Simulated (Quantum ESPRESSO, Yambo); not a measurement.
# Quasiparticle gap of TiO2 (Anatase) in Yambo, part 3 of 3

Wanted: ground state, empty states, screening and self-energy for TiO2 (Anatase).

Quantum ESPRESSO 7.5 and Yambo 5.3.0; PBE and many-body steps on it, plane waves. Known limits of the many-body steps: not at the basis limit.

So far. Step 3 (Bands along the symmetry lines): The gap is 2.141 eV, −0.045 eV from the run before at this level. Step 4 (Empty states on the mesh, 4×4×4 mesh, 95 bands): On this mesh the gap is 2.189 eV.

## (6) Screening and self-energy, 4×4×4 mesh, 95 bands, screening to 95.2 eV

G0W0 replaces the xc potential by the self-energy, built once from these orbitals. Only a window of levels is corrected, while the sums run over the empty bands that the input names.

This step: G0W0 on PBE, plane waves, norm-conserving pseudopotentials.

Input file gw1.in:

```
HF_and_locXC
gw0
dyson
ppa
em1d
rim_cut
RandQpts= 1000000
RandGvec= 1 RL
EXXRLvcs= 76 Ry
VXCRLvcs= 304 Ry
Chimod= "HARTREE"
% BndsRnXp
 1 | 95 |
%
NGsBlkXp= 7 Ry
% LongDrXp
 1 | 1 | 1 |
%
% GbndRnge
 1 | 95 |
%
DysSolver= "n"
ExtendOut
PPAPntXp= 27.21138 eV
% QPkrange
 1 | 13 | 15 | 32 |
%
```

Launch:

```console
$ OMP_NUM_THREADS=1 mpirun -n 8 yambo -F gw1.in -J gw1 -C gw1 > gw1.log
```

Output:

```text
 Yambo, version 5.3.0

 [02] CORE Variables Setup
 =========================

  [... cell, symmetries and grids as in the set-up ...]

  [02.05] Energies & Occupations
  ==============================

  [X] === General ===
  [X] Electronic Temperature                        :  0.000000  0.000000 [eV K]
  [X] Bosonic    Temperature                        :  0.000000  0.000000 [eV K]
  [X] Finite Temperature mode                       : no
  [X] El. density                                   :  0.70458E+24 [cm-3]
  [X] Fermi Level                                   :  7.297607 [eV]

  [X] === Gaps and Widths ===
  [X] Conduction Band Min                           :  2.188735 [eV]
  [X] Valence Band Max                              :  0.000000 [eV]
  [X] Filled Bands                                  :  24
  [X] Empty Bands                                   :   25   95
  [X] Direct Gap                                    :  2.491719 [eV]
  [X] Direct Gap localized at k                     :   9
  [X] Indirect Gap                                  :  2.188735 [eV]
  [X] Indirect Gap between kpts                     :  3  1
  [X] Last valence band width                       :  0.810353 [eV]
  [X] 1st conduction band width                     :  1.464956 [eV]

 [03] Transferred momenta grid and indexing
 ==========================================

 IBZ Q-points                                      :  13
 BZ  Q-points                                      :   64

 K/Q-points units:
 rlu = crystal or reduced units; cc = cartesian coordinates; iku = interal k-units

 Q [ 1]         [rlu]:  0.000000  0.000000  0.000000
 Q [ 2]         [rlu]:  0.55297E-17  0.72474E-16  0.25000
 Q [ 3]         [rlu]: -0.74239E-16 -0.81769E-16 -0.50000
 Q [ 4]         [rlu]:  0.79654E-16  0.25000     -0.51899E-16
 Q [ 5]         [rlu]:  0.22222E-16  0.25000      0.25000
 Q [ 6]         [rlu]:  0.43097E-16 -0.50000     -0.43097E-16
 Q [ 7]         [rlu]:  0.55054E-16 -0.50000      0.25000
 Q [ 8]         [rlu]:  0.250000  0.250000  0.250000
 Q [ 9]         [rlu]:  0.250000  0.250000 -0.250000
 Q [10]         [rlu]:  0.250000  0.500000 -0.500000
 Q [11]         [rlu]:  0.250000 -0.250000  0.250000
 Q [12]         [rlu]:  0.250000  0.750000 -0.500000
 Q [13]         [rlu]:  0.500000  0.500000 -0.500000

 [04] Coloumb potential Random Integration (RIM)
 ===============================================

  [04.01] RIM initialization
  ==========================

  * Diagonal components only detected *

  8 x (sBL volume)        :  0.067444 [a.u.]
  sBZ random points       :  1000000
  Points outside the sBZ  :   7980549
  RL volume               :  0.539553 [a.u.]
  Integrated volume       :  0.540868 [a.u.]

  [04.02] RIM integrals
  =====================

  Gamma point sphere radius             :  0.073836 [a.u.]
  Points outside the sphere             :   800449
  [Int_sBZ(q=0) 1/q^2]*(Vol_sBZ)^(-1/3) =:  7.663677
                                 should be <:  7.795600

  Summary of Coulomb integrals for non-metallic bands |Q|[au] RIM/Bare

  Q [1] 0.100000E-4 0.983077 * Q [9] 0.174727 0.940102
  Q [4] 0.236394 1.086547 * Q [2] 0.310643 1.080598
  Q [10] 0.341967 1.015211 * Q [13] 0.349454 0.987550
  Q [7] 0.356411 1.040044 * Q [11] 0.439316 1.032638
  Q [12] 0.467566 1.010968 * Q [6] 0.472788 1.024280
  Q [5] 0.498879 1.027191 * Q [3] 0.621287 1.019013
  Q [8] 0.645389 1.016315

 [05] Dipoles
 ============

  [05.01] Setup: observables and procedures
  =========================================

  [WARNING] [x,Vnl] slows the Dipoles computation. To neglect it rename the ns.kb_pp file

 [06] Dynamic Dielectric Matrix (PPA)
 ====================================

 [SLK-Inversion]  Pools        :  2
 [SLK-Inversion]  BLACS grid   :  2  2

 [WR./gw1//ndb.pp]---------------------------------------------------------------
  Brillouin Zone Q/K grids (IBZ/BZ)                :   13   64   13   64
  RL vectors                                       :   7681 [WF]
  Coulomb cutoff potential                         : none
  Electronic Temperature                           :  0.000000 [K]
  Bosonic    Temperature                           :  0.000000 [K]
  PPA    diel. fun.  energies                      : Perdew, Burke & Ernzerhof(X)+Perdew, Burke & Ernzerhof(C)
  wavefunctions                                    : Perdew, Burke & Ernzerhof(X)+Perdew, Burke & Ernzerhof(C)
  Global Gauge                                     : length
  X matrix size                                    :  155
  X band range                                     :    1   95
  X e/h energy range                               : -1.000000 -1.000000 [eV]
  X Time ordering                                  : R
  X Hxc Kernel                                     : HARTREE
  X Drude frequency                                :  0.000000  0.000000
  X poles                                          :  100.0000 [o/o]
  RL vectors in the sum                            :   7681
  [r,Vnl] included                                 : yes
  Field direction                                  :  0.577350E-5  0.577350E-5  0.577350E-5
  BZ energy Double Grid                            : no
  BZ energy DbGd points                            : 0
  BZ Q point size factor                           : -1.000000
  X Optical Averaged directions                    : none

 [07] Local Exchange-Correlation + Non-Local Fock
 ================================================

 [VXC] Plane waves :   41149
 [EXS] Plane waves :   5133

 QP @ state[ 1 ] K range:   1  13
 QP @ state[ 1 ] b range:   15   32

 [xc] Functional : Perdew, Burke & Ernzerhof(X)+Perdew, Burke & Ernzerhof(C)
 [xc] LIBXC used to calculate xc functional
  PP Number of Atomic Species                      :  2
  NLCC RL compoments                               :   41149
  PP Number of Atomic Species                      :  2
  NLCC RL compoments                               :   41149

 [xc] E_xc :  -28.61522 [Ha]
      E_xc :  -57.23044 [Ry]

  Local XC kind (lXC) : Perdew, Burke & Ernzerhof(X)+Perdew, Burke & Ernzerhof(C)
  Non-Local XC kind (nlXC) : Hartree-Fock

  Corrections @ K [1] :  [eV]
 <15|nlXC|15> = -23.98120 -0.64588E-17 <15|lXC|15> = -18.85596  0.18882E-15
 <16|nlXC|16> = -23.40482 -0.14232E-16 <16|lXC|16> = -17.68444 -0.75527E-15
 <17|nlXC|17> = -23.31686 -0.59212E-17 <17|lXC|17> = -18.04329 -0.18882E-15
 <18|nlXC|18> = -23.31687 -0.16945E-18 <18|lXC|18> = -18.04329 -0.94408E-16
 <19|nlXC|19> = -24.60301  0.70827E-17 <19|lXC|19> = -19.14399 -0.47204E-16
 <20|nlXC|20> = -25.05083 -0.22232E-16 <20|lXC|20> = -20.41377 -0.37763E-15
 <21|nlXC|21> = -25.19247 -0.59755E-17 <21|lXC|21> = -20.91511 -0.94409E-16
 <22|nlXC|22> = -25.19248  0.96392E-17 <22|lXC|22> = -20.91512 -0.80419E-22
 <23|nlXC|23> = -24.44652  0.16151E-16 <23|lXC|23> = -19.55038 -0.37763E-15
 <24|nlXC|24> = -24.44660  0.12895E-17 <24|lXC|24> = -19.55039 -0.18882E-15
[...]
Corrections @ K [2] :  [eV]
[...]
Corrections @ K [3] :  [eV]
[...]
Corrections @ K [4] :  [eV]
[...]
Corrections @ K [5] :  [eV]
[...]
[... 7 further k-points ...]
  Corrections @ K [13] :  [eV]
[...]
<28|nlXC|28> = -12.22615  0.66711E-18 <28|lXC|28> = -21.28543 -0.47204E-16
 <29|nlXC|29> = -13.66806  0.51548E-18 <29|lXC|29> = -21.21364  0.47204E-16
 <30|nlXC|30> = -13.66806 -0.14623E-17 <30|lXC|30> = -21.21364  0.23602E-16
 <31|nlXC|31> = -14.68397  0.92431E-18 <31|lXC|31> = -22.88529 -0.59005E-16
 <32|nlXC|32> = -14.68398  0.49797E-18 <32|lXC|32> = -22.88531  0.79657E-16

  [07.01] Hartree-Fock occupations report
  =======================================

  [Hartree-Fock] === General ===
  [Hartree-Fock] Electronic Temperature             :  0.000000  0.000000 [eV K]
  [Hartree-Fock] Bosonic    Temperature             :  0.000000  0.000000 [eV K]
  [Hartree-Fock] Finite Temperature mode            : no
  [Hartree-Fock] El. density                        :  0.70458E+24 [cm-3]
  [Hartree-Fock] Fermi Level                        :  7.297607 [eV]

  [Hartree-Fock] === Gaps and Widths ===
  [Hartree-Fock] Conduction Band Min                :  9.673696 [eV]
  [Hartree-Fock] Valence Band Max                   : -4.754677 [eV]
  [Hartree-Fock] Filled Bands                       :  24
  [Hartree-Fock] Empty Bands                        :   25   95
  [Hartree-Fock] Direct Gap                         :  14.78733 [eV]
  [Hartree-Fock] Direct Gap localized at k          :   9
  [Hartree-Fock] Indirect Gap                       :  14.42837 [eV]
  [Hartree-Fock] Indirect Gap between kpts          :   8   1
  [Hartree-Fock] Last valence band width            :  0.737925 [eV]
  [Hartree-Fock] 1st conduction band width          :  2.345508 [eV]

 [08] Dyson equation: Newton solver
 ==================================

  [08.01] G0W0 (W PPA)
  ====================

  [  GW  ] Bands range     :    1   95
  [GW/PPA] G damping       :  0.100000 [eV]

  QP @ state[ 1 ] K range:   1  13
  QP @ state[ 1 ] b range:   15   32

   Sc/G bands                                       :    1   95
   Sc/G damping                                     :  0.100000 ev
   Sc bands terminator                              : no
   Sx RL components                                 :   5133

   QP @ state[ 1 ] K range                          :   1  13
   QP @ state[ 1 ] b range                          :   15   32
   GF energies kind                                 : Perdew, Burke & Ernzerhof(X)+Perdew, Burke & Ernzerhof(C)
   GF WF`s kind                                     : Perdew, Burke & Ernzerhof(X)+Perdew, Burke & Ernzerhof(C)
   Xs energies kind                                 : Perdew, Burke & Ernzerhof(X)+Perdew, Burke & Ernzerhof(C)
   Xs WF`s kind                                     : Perdew, Burke & Ernzerhof(X)+Perdew, Burke & Ernzerhof(C)

 [11] Game Over & Game summary
```

Wall time 22 min (8 MPI ranks of Arm Neoverse V2, shared host); peak memory 11 GiB.

Numbers from this step:

* G0W0 gap on the mesh: 3.698 eV
* starting gap on the mesh: 2.189 eV
* k of the valence top: 0, 0, -0.5
* k of the conduction bottom: 0, 0, 0
* least direct G0W0 gap on the computed points: 4.032 eV
* Z at the valence top: 0.7618
* Z at the conduction bottom: 0.7822

The gap on the mesh goes from 2.19 eV to 3.70 eV, a correction of +1.51 eV.

Limits: finite bands, cutoff and mesh. v1 is the top filled band, c1 the lowest empty one. Levels before and after the correction, in eV, zero at the valence-band top of each column:

```tsv
	conduction bottom	valence top
Kohn-Sham	2.19	0.00
G0W0	3.70	0.00
```

```tsv
	level	energy (eV)
Kohn-Sham	Γ v3	-0.730
Kohn-Sham	Γ v2-v1	-0.429
Kohn-Sham	Γ c1	2.189
Kohn-Sham	Γ c2	2.935
Kohn-Sham	Γ c3	4.065
Kohn-Sham	(0 0 -0.5) v3	-2.019
Kohn-Sham	(0 0 -0.5) v2-v1	0.000
Kohn-Sham	(0 0 -0.5) c1-c2	3.429
Kohn-Sham	(0 0 -0.5) c3	3.897
G0W0	Γ v3	-0.687
G0W0	Γ v2-v1	-0.512
G0W0	Γ c1	3.698
G0W0	Γ c2	4.634
G0W0	Γ c3	5.779
G0W0	(0 0 -0.5) v3	-2.271
G0W0	(0 0 -0.5) v2-v1	0.000
G0W0	(0 0 -0.5) c1-c2	5.197
G0W0	(0 0 -0.5) c3	5.682
```

## (7) Where the time went

Times are wall times on the hardware named with each run, good to a factor of about two.

```tsv
step	time	share	memory (GiB)
ground state	67 s	5 %	0.8
bands along the symmetry lines	15 s	1 %	0.61
empty states on the mesh	13 s	1 %	0.59
conversion and set-up	2.2 s	0 %	0.24
screening and self-energy	22 min	93 %	11
```

## (8) Outcome

| Item | Value |
| --- | --- |
| PBE gap | 2.14 eV, indirect |
| G0W0 gap on the mesh | 3.70 eV |
| G0W0 gap over the zone (rigid shift) | 3.65 eV |
| GW settings | 4×4×4 mesh, 95 bands, screening to 95.2 eV, Godby-Needs plasmon pole |
| known limits | not at the basis limit |

G0W0 moves the gap on the mesh from 2.19 eV to 3.70 eV (+1.51 eV), with Z of 0.76 and 0.78 at the edges. The mesh misses the band edges by 0.05 eV in all; a rigid shift gives 3.65 eV for the zone. The dearest step here is «screening and self-energy». Against experiment, by G0W0@PBE: the direct gap of 4.03 eV lies +0.85 eV from the measured 3.18 ± 0.03 eV (direct, 300 K, 2022); the gap of 3.65 eV lies +0.25 eV from the measured 3.4 eV (indirect, on borosilicate glass, 2023); the gap of 3.65 eV lies +0.39 eV from the measured 3.261 eV (indirect, 300 K, 2024); the gap of 3.65 eV lies +0.48 eV from the measured 3.17 eV (kind not stated, 2020); the direct gap of 4.03 eV lies +0.05 eV from the measured 3.98 eV (electronic, quoted 2020). An exciton line or allowed optical edge lies below the quasiparticle gap by the binding energy; a forbidden edge can push the onset above it. The calculation has static nuclei and no excitons; a measured gap holds zero-point and thermal motion, which mostly lowers it. Bands and cutoff are finite, so the gap is not at the basis limit. The miss can reach some tenths of an eV and take either sign; the mesh is an error of its own.

[Paths, hosts, dates, memory and timing lines, banners, echoed tables and standing remarks are left out of the program output.]

[Logs are printed without paths, hosts, clocks, repeated set-up lines and the standing remarks that a program may print on its own settings, such as how far it seeks lower states.]

[Runs of the session that timed out or met a known fault of the program may be left out.]

[Hosts, paths, dates, database ids (printed as entryN), source tags and the programs' standing remarks are cut or masked in the printed files.]
